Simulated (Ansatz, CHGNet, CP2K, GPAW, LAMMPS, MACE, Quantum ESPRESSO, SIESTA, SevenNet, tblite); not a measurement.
**Rapidly quenched Si57Al14Cu29 (at. %) (111 atoms) in other programs, against a plane-wave reference**

Aim: run rapidly quenched Si57Al14Cu29 (at. %) (111 atoms) in several programs and set results and cost side by side. A plane-wave run serves as the reference.

Calculated with Quantum ESPRESSO 7.5; Kohn-Sham DFT, PBE, SSSP efficiency 1.3.0 pseudopotentials, plane waves.

In doubt: a PseudoDojo file used here is known to give poor structures and forces (SIESTA), which bears on pressures, cells, forces and phonons.

### 1. The structure

The cell holds 111 atoms: 63 Si, 16 Al and 32 Cu. Its edges and angles: a = 12.242 Å, b = 12.242 Å, c = 12.242 Å, α = 90.0°, β = 90.0°, γ = 90.0°. 111 atoms (63 Si, 16 Al, 32 Cu) placed at random at 3.66 g/cm³, melted at 2000 K for 10 ps at fixed volume with the MEAM Al-Si-Mg-Cu-Fe potential (Jelinek et al., Phys. Rev. B 85, 245102 (2012)). Quenched from 2000 K to 300 K at 10 K/ps and zero pressure, held 5 ps, then minimised at fixed cell.

### 2. Plane-wave reference

pw.in

```
&control
  calculation = 'scf'
  pseudo_dir = './pseudo'
  outdir = './tmp'
  disk_io = 'none'
  tprnfor = .true.
  tstress = .true.
/
&system
  ibrav = 0
  nat = 111
  ntyp = 3
  ecutwfc = 60
  ecutrho = 480
  nosym = .true.
  occupations = 'smearing'
  smearing = 'fd'
  degauss = 0.003675
/
&electrons
  conv_thr = 5.5e-07
  electron_maxstep = 100
  mixing_beta = 0.2
  mixing_mode = 'local-TF'
  diagonalization = 'david'
/
ATOMIC_SPECIES
Si 28.085 Si.upf
Al 26.982 Al.upf
Cu 63.546 Cu.upf
CELL_PARAMETERS angstrom
12.24240 0.00000 0.00000
0.00000 12.24240 0.00000
0.00000 0.00000 12.24240
ATOMIC_POSITIONS crystal
Si 0.19464 0.45962 0.62883
Si 0.97621 0.63708 0.59400
Si 0.31614 0.06011 0.16722
Si 0.91174 0.98322 0.50904
Si 0.65858 0.19460 0.00314
Si 0.14568 0.89108 0.77380
Si 0.61596 0.26645 0.53924
Si 0.36869 0.58358 0.22458
Si 0.05997 0.09748 0.20454
Si 0.64374 0.78397 0.08572
Si 0.23308 0.17219 0.32502
Si 0.48860 0.02060 0.29666
[... 95 atom lines left out ...]
Cu 0.32089 0.21468 0.63632
Cu 0.45034 0.83919 0.03475
Cu 0.48852 0.34003 0.39400
Cu 0.01493 0.27990 0.28827
K_POINTS gamma
```

On the command line:

```bash
OMP_NUM_THREADS=1 mpirun -np 4 pw.x -in pw.in > output.txt
```

Output:

```text
Program PWSCF
     gamma-point specific algorithms are used
     one sub-group per band group will be used
     scalapack distributed-memory algorithm (size of sub-group:  2*  2 procs)
     Parallelization info
     sticks:   dense  smooth     PW     G-vecs:    dense   smooth      PW
     Min        5113    2556    639               549745   194339   24343
     Max        5116    2560    642               549752   194340   24346
     Sum       20461   10229   2561              2198997   777359   97377
     bravais-lattice index     =            0
     lattice parameter (alat)  =      23.1348  a.u.
     unit-cell volume          =   12382.1567 (a.u.)^3
     number of atoms/cell      =          111
     number of atomic types    =            3
     number of electrons       =       652.00
[... lines left out ...]
     scf convergence threshold =      5.5E-07
[... lines left out ...]
     number of k points=     1  Fermi-Dirac smearing, width (Ry)=  0.0037
[... lines left out ...]
     total energy              =   -8167.52621423 Ry
[... lines left out ...]
     total energy              =   -8167.22562967 Ry
[... lines left out ...]
     total energy              =   -8167.40435342 Ry
[... lines left out ...]
     total energy              =   -8167.45299078 Ry
[... lines left out ...]
     total energy              =   -8167.45299154 Ry
[... lines left out ...]
    -2.1503  -2.0084  -1.9574  -1.8581  -1.7699  -1.6904  -1.6232  -1.4800
    -1.4330  -1.3354  -1.2528  -1.1647  -0.9856  -0.9317  -0.7985  -0.7453
[...]
10.2002  10.2534  10.2857  10.3138  10.3795  10.3810  10.4472  10.4845
    10.5283  10.5425  10.6247  10.6698  10.7127  10.7267  10.7391  10.8273
    10.9003  10.9420  10.9737  11.0078  11.0388  11.0677  11.1061
     the Fermi energy is     8.4251 ev
!    total energy              =   -8167.45299154 Ry
     estimated scf accuracy    <       0.00000018 Ry
     smearing contrib. (-TS)   =      -0.02430757 Ry
     internal energy E=F+TS    =   -8167.42868397 Ry
     The total energy is F=E-TS. E is the sum of the following terms:
     one-electron contribution =   -2221.51459801 Ry
     hartree contribution      =    1737.95112621 Ry
     xc contribution           =   -1852.38380592 Ry
     ewald contribution        =   -2401.20698846 Ry
     one-center paw contrib.   =   -3430.27441778 Ry
     convergence has been achieved in  15 iterations
     Forces acting on atoms (cartesian axes, Ry/au):
     atom    1 type  1   force =     0.02316429   -0.06843152   -0.00190341
     atom    2 type  1   force =    -0.00185859    0.02503003   -0.01969071
     atom    3 type  1   force =    -0.04060685   -0.06547948    0.05066444
[...]
atom  110 type  3   force =     0.00449056    0.00286898   -0.00805242
     atom  111 type  3   force =     0.00357973   -0.06211020    0.01232217
     Total force =     0.483085     Total SCF correction =     0.001055
     Computing stress (Cartesian axis) and pressure
          total   stress  (Ry/bohr**3)                   (kbar)     P=      -19.17
  -0.00016441   0.00003019   0.00007519          -24.19        4.44       11.06
   0.00003019  -0.00011709   0.00002483            4.44      -17.23        3.65
   0.00007519   0.00002483  -0.00010949           11.06        3.65      -16.11
     Message from routine punch:
     Nothing written, as per user request (disk_io='none')
```

Wall time 8.9 min (4 MPI ranks of Arm Neoverse V2, shared host); peak memory 8.6 GiB; 36 min of CPU time.

Banners, paths, timers and routine set-up lines are dropped from the logs unmarked, and long logs keep their key lines alone; longer cuts are marked.

Numbers from this run:

```
r.m.s. force component : 0.6806 eV/Å
longest force          : 4.362 eV/Å
pressure               : -1.918 GPa
```

### 3. Local order

g(r), total and by pair (bins of 0.2 Å):

```
r (Å)  total  Si-Si  Si-Cu  Si-Al  Cu-Cu  Cu-Al  Al-Al
 2.00   0.11   0.00   0.34   0.00   0.00   0.00   0.00
 2.20   0.45   0.00   1.37   0.00   0.00   0.00   0.00
 2.40   1.68   0.00   4.21   1.61   0.47   0.00   0.00
 2.60   1.90   1.34   2.73   2.27   1.04   1.45   0.00
 2.80   2.47   3.53   1.31   2.81   0.94   2.58   7.23
 3.00   0.75   1.03   0.20   0.97   0.98   0.80   1.92
 3.20   0.69   1.22   0.35   0.07   0.29   0.96   3.36
 3.40   0.95   1.27   0.75   0.31   0.61   1.73   2.46
 3.60   0.87   1.10   0.80   0.62   0.88   0.65   1.32
 3.80   0.85   0.79   1.03   0.56   0.88   0.68   1.94
 4.00   0.88   0.85   1.04   0.50   0.98   0.90   1.42
 4.20   0.82   0.91   0.84   0.46   1.52   0.39   0.97
 4.40   0.93   0.76   1.05   0.82   1.98   0.37   0.29
 4.60   1.00   0.88   1.11   0.76   1.21   1.21   1.35
 4.80   1.10   0.88   1.18   1.19   1.12   1.00   3.00
 5.00   1.16   0.90   1.10   1.42   1.42   1.13   2.99
 5.20   1.12   1.24   1.11   1.05   1.05   1.26   0.00
 5.40   1.04   1.31   0.87   0.99   0.78   0.98   1.37
 5.60   1.09   1.33   0.98   1.20   1.00   0.64   0.37
 5.80   0.86   0.88   0.79   1.02   0.89   0.72   1.01
 6.00   0.96   0.86   1.01   1.13   1.15   0.67   0.80
```

Bonds by pair of elements; cutoffs follow the first minimum of g(r), held within bounds set by covalent radii, and pairs that aren't listed don't count as bonded (cutoffs were set anew for this text, so counts can differ from the run's own analysis):

```
pair A-B  cutoff (Å)  bonds  mean length (Å)  spread (Å)  shortest (Å)  B about A  A about B
   Si-Si        3.02    117             2.79        0.11          2.54       3.71       3.71
   Si-Cu        3.08    173             2.50       0.198          2.02       2.75       5.41
   Si-Al        3.09     76             2.70       0.188          2.33       1.21       4.75
   Cu-Cu        3.12     18             2.75       0.175          2.43       1.12       1.12
   Cu-Al        3.12     26             2.78       0.135          2.56      0.812       1.62
   Al-Al        3.12     14             2.86       0.108          2.73       1.75       1.75
```

How many atoms have how many bonded neighbours:

```
element  mean  5  6   7   8  9  10
     Al  8.12  1  1   3   5  2   4
     Cu  7.34  3  3  13   7  5   1
     Si  7.67  0  7  21  24  8   3
```

### 4. The ladder

The programs:
- CHGNet: machine-learned potential, published weights.
- CP2K 2026.2: Gaussian basis with GTH pseudopotentials and a plane-wave density; labels give functional, basis (MOLOPT sets; SR short-range, UZH the newer set with its own potentials), grid cutoff/relative cutoff and solver (OT: orbital transformation; TRS4, TC2, SIGN: linear-scaling purification with its sparsity filter), or its built-in tight binding.
- GPAW 26.7.0: PAW with atomic orbitals (LCAO), plane waves or a real-space grid of spacing h.
- MACE: machine-learned potential, published weights.
- SIESTA 5.4.2: numerical atomic orbitals, whose automatically made sets are far from complete, with PseudoDojo norm-conserving potentials that we converted to its format (checked against plane waves on the same files for H, C, O, Si, Ge and Ca alone); labels give functional, basis size, energy shift and mesh cutoff.
- SevenNet: machine-learned potential, published weights.

All use the same cell and atoms; the electronic-structure runs use the same k-mesh, and an electronic temperature of 580 K (0.05 eV) where levels are smeared.

Differences are against the plane-wave reference, forces as r.m.s. over components; share is that over the reference's r.m.s. force, slope the least-squares factor from reference forces to these. Total energies of different programs have different zeros and aren't compared.

```
                                                         run  Δ force, r.m.s. (meV/Å)  share (%)  slope  Δ pressure (GPa)  cores  CPU time  memory (GiB)
                                                   reference                        -          -      -                 -      4    36 min           8.6
                                      CHGNet 0.3.0 potential                      222       32.6  0.978             -2.91      1     3.5 s           1.3
        CP2K PBE, DZVP-MOLOPT-SR, 800/50 Ry, diagonalisation                     34.9       5.13  1.018             0.623      4    12 min            11
CP2K PBE, SZV-MOLOPT-SR, 800/50 Ry, diagonalisation (coarse)                      334       49.0  1.259              12.9      2   6.7 min           8.0
                                 GPAW PBE, LCAO dzp, h 0.2 Å                     69.5       10.2  1.075                 -      2   8.9 min           2.5
                       GPAW PBE, LCAO dzp, h 0.22 Å (coarse)                     69.0       10.1  1.074                 -      1   7.1 min           1.8
                    GPAW PBE, LCAO sz(dzp), h 0.2 Å (coarse)                      342       50.2  1.226                 -      1     2 min           1.6
                   GPAW PBE, LCAO szp(dzp), h 0.2 Å (coarse)                      117       17.2  1.091                 -      1   6.3 min           2.1
                                 MACE MPA-0 medium potential                      157       23.1  0.954            -0.449      1       7 s           1.1
                 SIESTA PBE, DZP, shift 0.01 Ry, mesh 500 Ry                     60.1       8.84  1.055             0.131      4    26 min           5.1
         SIESTA PBE, SZ, shift 0.01 Ry, mesh 500 Ry (coarse)                      386       56.7  1.177              12.2      1     6 min           2.0
                                        SevenNet 0 potential                      292       42.9  1.147             -1.05      1     6.4 s          0.96
```

Rows marked coarse were listed beforehand as settings not expected to be converged; some can still land near the reference.

Times of the machine-learned potentials are mostly Python's start and the loading of weights.

CPU time is summed over cores on a shared host, where runs went side by side, so it is rough. Symmetry, cutoffs, thresholds, outputs and thread counts weren't matched or tuned between programs; memory under MPI is the largest rank's times the ranks.

Runs without a result: tblite GFN1-xTB (not converged, the SCF not settling); CP2K GFN1-xTB, diagonalisation (not converged, the SCF not settling).

Mean charges by element (e), by run and scheme:

```
                                                 run     scheme     Si     Al     Cu
CP2K PBE, DZVP-MOLOPT-SR, 800/50 Ry, diagonalisation   Mulliken  +0.08  +0.60  -0.45
CP2K PBE, DZVP-MOLOPT-SR, 800/50 Ry, diagonalisation  Hirshfeld  -0.06  +0.03  +0.11
         SIESTA PBE, DZP, shift 0.01 Ry, mesh 500 Ry  Hirshfeld  -0.19  -0.06  +0.41
```

Within one program, basis, potentials and functional, energies share a zero. Each run against its twin at the usual cutoff or grid and solver:

```
                         run               twin  Δ energy (meV/atom)  Δ force, r.m.s. (meV/Å)         CPU time over the twin's
GPAW PBE, LCAO dzp, h 0.22 Å  LCAO dzp, h 0.2 Å                 2.22                     3.72  0.80 (this twin ran on 2 cores)
```

### 5. Results

```
reference r.m.s. force component                       : 0.681 eV/Å
nearest in forces                                      : CP2K PBE, DZVP-MOLOPT-SR, 800/50 Ry, diagonalisation, 5.1 %
farthest in forces                                     : SIESTA PBE, SZ, shift 0.01 Ry, mesh 500 Ry (coarse), 57 %
cheapest electronic-structure run beside the reference : GPAW PBE, LCAO sz(dzp), h 0.2 Å, 2 min of CPU time
```

What this shows: The PBE runs in local orbitals, coarse settings apart, differ by 5.1 % (CP2K PBE, DZVP-MOLOPT-SR, 800/50 Ry, diagonalisation) to 10 % (GPAW PBE, LCAO dzp, h 0.2 Å); basis, grid and potentials can all enter. Machine-learned potentials differ by 23 % (MACE MPA-0 medium potential) to 43 % (SevenNet 0 potential); they were trained on other programs' data. Runs with settings chosen to be coarse differ by 10 % (GPAW PBE, LCAO dzp, h 0.22 Å) to 57 % (SIESTA PBE, SZ, shift 0.01 Ry, mesh 500 Ry), their programs' other errors included. Of the electronic-structure runs that take under half the reference's CPU time, CP2K PBE, DZVP-MOLOPT-SR, 800/50 Ry, diagonalisation comes nearest, at 5.1 % in 12 min against 36 min. In pressure, CP2K PBE, SZV-MOLOPT-SR, 800/50 Ry, diagonalisation misses by +12.9 GPa, at the same functional. Charges hang on scheme and program or settings: among these rows the mean for Cu runs from -0.45 to +0.41 e, even in sign. In the reference: levels near the Fermi energy are neither full nor empty under the smearing, so no gap is quoted. In the reference: By these cutoffs 31 % of Al atoms have 8, 41 % of Cu atoms have 7 and 38 % of Si atoms have 8 bonded neighbours. The potentials hold different valence shells: 652 electrons in the reference, 908 in SIESTA; this bears on time and differences. The reference's pressure holds the uncorrected Pulay stress of its 60 Ry basis, so small pressure differences, and their order, may be the reference's own error. A potential file of the SIESTA runs is in doubt, which bears on their forces and pressure. Machine-learned potentials mimic data converged in k, so the reference's own k-point error enters their differences. The quench rate of 10 K/ps is many orders above laboratory rates, so the cell is likely richer in defects and strain than a real sample. The network of bonds at the start is that of the classical potential that made the cell, and needn't be the one that DFT or experiment would give. The reference's pressure of -1.9 GPa belongs to a cell and atoms that aren't relaxed at this level. The electronic-structure runs sample only Γ, in a cell whose shortest periodic width is 12 Å, which is coarse for a cell with partly filled levels.

[Also dropped from logs without a mark: logging warnings of Python, and SIESTA's first energy breakdown and zero terms.]

[Logs are printed without paths, hosts, clocks, repeated set-up lines and the standing remarks that a program may print on its own settings, such as how far it seeks lower states.]

[Hosts, paths, dates, database ids (printed as entryN), source tags and the programs' standing remarks are cut or masked in the printed files.]
